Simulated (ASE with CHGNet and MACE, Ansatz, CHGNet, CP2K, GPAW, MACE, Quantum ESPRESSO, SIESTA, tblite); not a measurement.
## Random packing of C68N32 (at. %) (79 atoms) in machine-learned potentials

Wanted: machine-learned potentials inputs and outputs for random packing of C68N32 (at. %) (79 atoms), checked against a plane-wave reference.

Main program and level: ASE with CHGNet and MACE; the method is named at each step.

### 1. Starting point

The cell holds 79 atoms: 54 C and 25 N. Cell: a = 8.889 Å, b = 8.889 Å, c = 8.889 Å, α = 90.0°, β = 90.0°, γ = 90.0°. 79 atoms (54 C, 25 N) packed at random in a cube at 2.36 g/cm³ and pushed apart as soft spheres; a start for melting by ab initio MD, not an equilibrated structure. Then every atom was moved at random, 0.02 Å r.m.s. a Cartesian component.

The yardstick, on the same geometry:

```
method                 : Kohn-Sham DFT, PBE, SSSP efficiency 1.3.0 pseudopotentials, plane waves (Quantum ESPRESSO 7.5); sssp-pbe-1.3.0-efficiency, cutoffs 60/480 Ry, Γ point
r.m.s. force component : 1.953 eV/Å
longest force          : 5.878 eV/Å
pressure               : -24.14 GPa
time                   : 2.8 min on 2 MPI ranks of Arm Neoverse V2, shared host
CPU time               : 5.6 min
```

### 2. CHGNet r2SCAN potential

Method: machine-learned interatomic potential CHGNet r2SCAN, trained on r2SCAN plane-wave data.

run.py reads:

```python
import numpy as np
from ase.io import read
import mlip  # loads the published weights by name

atoms = read("structure.xyz")
atoms.calc = mlip.calc("chgnet-r2scan")
energy = atoms.get_potential_energy()
forces = atoms.get_forces()
print(f"energy {energy:.6f} eV")
print("forces (eV/A)")
for i, (a, f) in enumerate(zip(atoms, forces)):
    print(f"{i:4d} {a.symbol:2s} {f[0]:10.5f} {f[1]:10.5f} {f[2]:10.5f}")
stress = -atoms.get_stress(voigt=False) * 160.21766
print("stress (GPa, compression positive)")
for row in stress:
    print(" ".join(f"{x:10.4f}" for x in row))
```

structure.xyz reads:

```xyz
79
Lattice="8.88940 0.00000 0.00000 0.00000 8.88940 0.00000 0.00000 0.00000 8.88940" Properties=species:S:1:pos:R:3 pbc="T T T"
C 6.41130 3.03377 0.78040
C 3.94609 6.73754 4.55440
C 4.69014 2.06003 4.14513
C 4.95148 4.55920 0.74422
C 2.93697 0.59675 2.55464
C 7.22477 0.97641 8.68299
C 6.07475 8.27541 6.19636
C 0.79951 6.87462 5.90025
C 1.21323 1.92055 8.25016
C 0.97659 2.64904 1.10904
C 5.06687 6.28232 5.74113
C 1.08815 5.23532 5.90007
C 0.70706 7.15472 1.91735
C 3.41477 0.24366 4.35758
C 7.44718 1.94509 5.84016
C 1.40719 8.59045 8.82877
C 4.57057 0.35389 1.14104
C 0.60395 2.01860 2.70149
C 2.20742 4.24540 3.53140
C 1.10282 3.73577 4.85601
C 1.57618 5.64832 1.23429
C 7.46336 2.79003 2.32084
C 7.21864 0.22081 4.97406
C 5.85998 2.49428 5.65668
C 7.44852 5.24252 4.92739
C 5.06020 2.34342 7.47545
C 7.29411 7.77485 1.62907
C 6.46686 1.01721 1.30541
C 3.44322 2.01345 1.37403
C 2.78043 5.85598 5.95270
C 8.73552 5.90318 8.85651
C 4.78356 7.63635 0.38776
C 7.14005 6.93267 6.17662
C 7.26993 4.08326 7.01729
C 1.77352 6.68518 8.65525
C 0.62341 3.57976 6.77452
C 1.62738 7.27002 3.46820
C 6.96084 5.76069 8.73277
C 6.12142 0.62306 3.79364
C 4.43083 3.99481 2.57464
C 6.37717 7.87432 3.28472
C 8.33852 4.01490 5.57054
C 3.65185 7.28700 1.72214
C 8.88593 4.95051 4.04272
C 3.83853 4.59689 5.00811
C 7.29953 1.88162 3.78004
C 7.36913 2.39925 7.70729
C 5.06651 4.76276 7.68089
C 2.79305 2.54877 7.31927
C 2.88861 8.36804 6.86119
C 6.38099 4.60800 2.30004
C 2.87661 1.05144 8.17949
C 3.27894 5.43009 1.21607
C 5.77820 0.95792 6.70110
N 2.25044 7.68284 5.14163
N 2.46139 2.89430 5.70193
[... 19 atom lines left out ...]
N 1.88731 4.16362 1.85895
N 6.41477 6.17324 3.62901
N 5.93919 3.28019 3.77017
N 0.45460 2.31587 5.60521
```

Run with:

```console
OMP_NUM_THREADS=1 python run.py > output.txt
```

The log of the run:

```text
CHGNet vr2scan initialized with 412,525 parameters
CHGNet will run on cpu
energy -486.799561 eV
forces (eV/A)
   0 C     0.11214   -1.18202    2.83740
   1 C     1.32217   -1.59803    2.78290
   2 C     5.27827   -0.75441    0.96425
   3 C     0.89013   -1.68001   -0.39643
   4 C    -2.91688    0.98332   -2.76319
   5 C    -1.21759   -0.40681    1.73327
   6 C    -0.21216    1.84363   -2.82283
   7 C    -2.03427    1.88112   -3.28496
   8 C     0.56354   -1.66410    0.72318
   9 C     0.59709   -0.42162    2.54513
  10 C    -1.39054    0.00190   -2.55407
  11 C     5.34474    2.38113    1.03931
  12 C     1.34940   -3.12473    3.55398
  13 C    -3.78492    2.50977   -1.90528
  14 C    -2.65740   -0.19485   -0.85570
  15 C     1.21696   -0.94015    1.87521
  16 C     3.31436    2.40180   -0.35027
  17 C    -0.11695   -1.33967   -3.05545
  18 C    -0.81804   -0.67326    0.17872
  19 C     1.67765    0.65158   -2.66665
  20 C     1.84126    0.86826    0.11075
  21 C    -1.51671   -0.62227   -0.12125
  22 C    -3.66466   -0.49988    2.96866
  23 C     0.35017   -2.42973    2.87147
[...]
71 N     2.77426    0.66365   -0.21693
  72 N    -0.75025    3.53164   -1.13240
  73 N    -3.88641    0.59923    4.40095
  74 N     0.24431    0.91182   -0.10070
  75 N    -1.86511    0.05313    2.42113
  76 N    -1.49344    0.07309   -0.39847
  77 N    -2.79473   -0.65804   -1.30096
  78 N     0.39091    2.14457    0.52965
stress (GPa, compression positive)
  -22.0717     2.0064     0.7358
    2.0064   -27.7369     1.7703
    0.7358     1.7703   -22.9515
```

The job ended after 4.7 s (1 thread of Arm Neoverse V2, shared host; peak memory 1.8 GiB).

Banners, paths, timers and routine set-up lines are dropped from the logs unmarked, and long logs keep their key lines alone; longer cuts are marked.

Against the reference:

- r.m.s. force component: 1.97 eV/Å
- r.m.s. difference of force components: 963.3 meV/Å
- longest difference of force vectors: 3757 meV/Å
- force difference over r.m.s. force: 49.32 %
- slope of forces against the reference's: 0.8872
- correlation of force components: 0.8795
- pressure: -24.25 GPa
- pressure difference: -0.1157 GPa

Length of the force difference by element (eV/Å):

```
element  atoms  mean  most
      C     54   1.4   3.8
      N     25   1.5   3.3
```

The surroundings of C12, which bears the longest force, nearest first, numbered as they follow in the input and with coordinates relative to it.

```
atom      x      y      z  distance (Å)     Fx     Fy  Fz (eV/Å)
 C12   0.00   0.00   0.00          0.00   5.34   2.38       1.04
  C8  -0.29   1.64   0.00          1.66  -2.03   1.88      -3.28
 C30   1.69   0.62   0.05          1.80   0.40  -4.87      -2.10
 C20   0.01  -1.50  -1.04          1.83   1.68   0.65      -2.67
 C36  -0.46  -1.66   0.87          1.93  -1.51  -0.47       0.72
 C42  -1.64  -1.22  -0.33          2.07  -3.64   0.12       0.45
 N58  -1.75   0.35   1.19          2.15  -2.71  -1.07       1.51
 C44  -1.09  -0.28  -1.86          2.17  -0.36   1.24       0.67
 N64  -1.39   1.37  -1.28          2.34   0.87  -0.05       0.38
```

Atoms are counted from 1 here, from 0 in the log.

Forces lie 49 % from the reference's, at 0.014 times its CPU time (on 1 against 2 cores).

### 3. CHGNet 0.3.0 potential

Method: machine-learned interatomic potential CHGNet 0.3.0, trained on PBE(+U) plane-wave data.

Changes to run.py since step 2:

```diff
@@ -5,3 +5,3 @@
 atoms = read("structure.xyz")
-atoms.calc = mlip.calc("chgnet-r2scan")
+atoms.calc = mlip.calc("chgnet-0.3.0")
 energy = atoms.get_potential_energy()
```

structure.xyz is that of step 2.

The log of the run:

```text
CHGNet v0.3.0 initialized with 412,525 parameters
CHGNet will run on cpu
energy -443.025543 eV
forces (eV/A)
   0 C     0.18815   -1.13531    3.09216
   1 C     1.36002   -2.23448    4.09751
   2 C     6.20497   -0.51247    1.19435
   3 C     0.93886   -2.04186    0.01951
   4 C    -2.70525    0.60533   -2.83921
   5 C    -1.01083    0.27201    1.92488
   6 C    -0.10433    1.77357   -1.75235
   7 C    -1.56699    2.51669   -3.45582
   8 C     0.68667   -1.17621    1.08681
   9 C     0.78301   -0.74768    2.53808
  10 C    -1.84755    0.49702   -2.79545
  11 C     4.59638    1.99833    1.05588
  12 C     1.35814   -2.85608    4.15201
  13 C    -3.02296    2.39478   -2.29224
  14 C    -2.50514   -0.52745   -0.91803
  15 C     1.41170   -0.93598    2.10149
  16 C     2.87939    1.44322   -0.39995
  17 C    -0.82107   -1.28360   -4.01428
  18 C    -0.88574   -1.03890    0.18971
  19 C     1.79330    0.92572   -2.54238
  20 C     2.59245    0.08903   -1.27992
  21 C    -1.51140   -1.19025    0.31122
  22 C    -2.85761    0.41246    1.02763
  23 C    -0.53528   -2.58786    2.89886
[...]
71 N     2.77868    0.61991    0.02895
  72 N    -1.30589    3.45666   -0.54236
  73 N    -3.97391    0.42806    4.60967
  74 N     0.17161    2.27496    0.84899
  75 N    -2.02141    0.69033    2.59368
  76 N    -1.80191    0.27324   -0.77639
  77 N    -2.98660   -1.19037   -0.95122
  78 N    -0.10669    2.45328    0.91325
stress (GPa, compression positive)
  -28.0655     2.0874     1.1340
    2.0874   -34.4559     1.9961
    1.1340     1.9961   -29.8860
```

The job ended after 5.1 s (1 thread; peak memory 1.8 GiB).

Against the reference:

- r.m.s. force component: 2.059 eV/Å
- r.m.s. difference of force components: 812 meV/Å
- longest difference of force vectors: 3053 meV/Å
- force difference over r.m.s. force: 41.57 %
- slope of forces against the reference's: 0.9693
- correlation of force components: 0.9194
- pressure: -30.8 GPa
- pressure difference: -6.665 GPa

Against the first run (49 %), the force difference from the reference is 42 %, at 1.0 times the CPU time.

### 4. MACE MP-0b2 small potential

Method: machine-learned interatomic potential MACE MP-0b2 small, trained on PBE(+U) plane-wave data.

Changes to run.py since step 3:

```diff
@@ -5,3 +5,3 @@
 atoms = read("structure.xyz")
-atoms.calc = mlip.calc("chgnet-0.3.0")
+atoms.calc = mlip.calc("mace-mp-0b2-small")
 energy = atoms.get_potential_energy()
```

structure.xyz is that of step 3.

The log of the run:

```text
energy -428.365950 eV
forces (eV/A)
   0 C     0.45686   -1.07706    3.71187
   1 C     2.11423   -2.27294    3.70438
   2 C     4.73696   -0.44727    1.12711
   3 C     0.53937   -0.79333   -0.38309
   4 C    -3.06250    0.45019   -2.31255
   5 C    -1.11590    0.86830    2.59736
   6 C     0.05531    3.73486   -0.86196
   7 C    -1.07375    2.22142   -4.25522
   8 C     0.77409   -0.26370    0.32293
   9 C    -0.00450   -0.07098    1.82794
  10 C    -3.48527   -0.13242   -3.06461
  11 C     2.54958   -1.43229    0.51240
  12 C     1.61562   -2.57048    4.00043
  13 C    -3.99852    2.63686   -1.21672
  14 C    -1.73331   -1.86969   -2.09986
  15 C     0.98119   -0.42938    1.88946
  16 C     1.77534    1.50143    0.08621
  17 C    -0.55460   -0.69581   -3.15340
  18 C    -1.75917   -1.17845   -0.90471
  19 C     2.22392    2.31924   -2.83781
  20 C     1.58885   -0.26638   -0.55793
  21 C    -1.48202   -0.93267    0.04398
  22 C    -3.26091    2.51007    0.73740
  23 C    -0.99505   -2.73364    2.43321
[...]
71 N     3.66251   -0.74329   -0.01858
  72 N    -1.33825    3.61661    0.08982
  73 N    -3.66963    0.17948    4.30778
  74 N     0.72683    3.00090    0.71097
  75 N    -1.45174    0.78389    3.04927
  76 N    -1.16992    1.30317   -0.75578
  77 N    -2.48050   -0.80410   -0.56736
  78 N    -0.37643    3.73065    0.97515
stress (GPa, compression positive)
  -26.7242     1.1988     1.9786
    1.1988   -31.5265     0.9131
    1.9786     0.9131   -28.9332
```

The job ended after 6.7 s (1 thread; peak memory 0.67 GiB).

Numbers from this run, and their distance from the reference:

```yaml
r_m_s_force_component: 2.24 eV/Å
r_m_s_difference_of_force_components: 974.4 meV/Å
longest_difference_of_force_vectors: 3359 meV/Å
force_difference_over_r_m_s_force: 49.89 %
slope_of_forces_against_the_reference_s: 1.033
correlation_of_force_components: 0.9009
pressure: -29.06 GPa
pressure_difference: -4.924 GPa
```

Against the first run (49 %), the force difference from the reference is 50 %, at 1.4 times the CPU time.

### 5. Side by side

Differences are against the plane-wave reference, forces as r.m.s. over components; share is that over the reference's r.m.s. force, slope the least-squares factor from reference forces to these. Total energies of different programs have different zeros and aren't compared.

```
                        run  Δ force, r.m.s. (meV/Å)  share (%)  slope  Δ pressure (GPa)  cores  CPU time  memory (GiB)
                  reference                        -          -      -                 -      2   5.6 min           1.7
    CHGNet r2SCAN potential                      963       49.3  0.887            -0.116      1     4.7 s           1.8
     CHGNet 0.3.0 potential                      812       41.6  0.969             -6.66      1     4.9 s           1.8
MACE MP-0b2 small potential                      974       49.9  1.033             -4.92      1     6.7 s          0.67
```

Times of the machine-learned potentials are mostly Python's start and the loading of weights.

CPU time is summed over cores on a shared host, where runs went side by side, so it is rough. Symmetry, cutoffs, thresholds, outputs and thread counts weren't matched or tuned between programs; memory under MPI is the largest rank's times the ranks.

### 6. Summary of results

```
nearest in forces : CHGNet 0.3.0 potential, 42 %
its CPU time      : 4.9 s
```

**Reading.** Machine-learned potentials differ by 42 % (CHGNet 0.3.0 potential) to 50 % (MACE MP-0b2 small potential); they were trained on other programs' data, some at another functional. The reference's pressure holds the uncorrected Pulay stress of its 60 Ry basis, so small pressure differences, and their order, may be the reference's own error. The electron count is odd in QE PBE, sssp-1.3.0-efficiency, 60/480 Ry, and they have no spin polarisation, so the unpaired electron is spread evenly over both spins. Machine-learned potentials mimic data converged in k, so the reference's own k-point error enters their differences. The reference's stress is far from hydrostatic: its diagonal is -20.5, -29.5, -22.4 GPa, compression counted positive. The reference's pressure of -24 GPa says that the cell would shrink at this level of theory. The electronic-structure runs sample only Γ, in a cell whose shortest periodic width is 9 Å, which is coarse for a cell with partly filled levels.

[Also dropped from logs without a mark: logging warnings of Python, and SIESTA's first energy breakdown and zero terms.]

[Logs are printed without paths, hosts, clocks, repeated set-up lines and the standing remarks that a program may print on its own settings, such as how far it seeks lower states.]

[Hosts, paths, dates, database ids (printed as entryN), source tags and the programs' standing remarks are cut or masked in the printed files.]
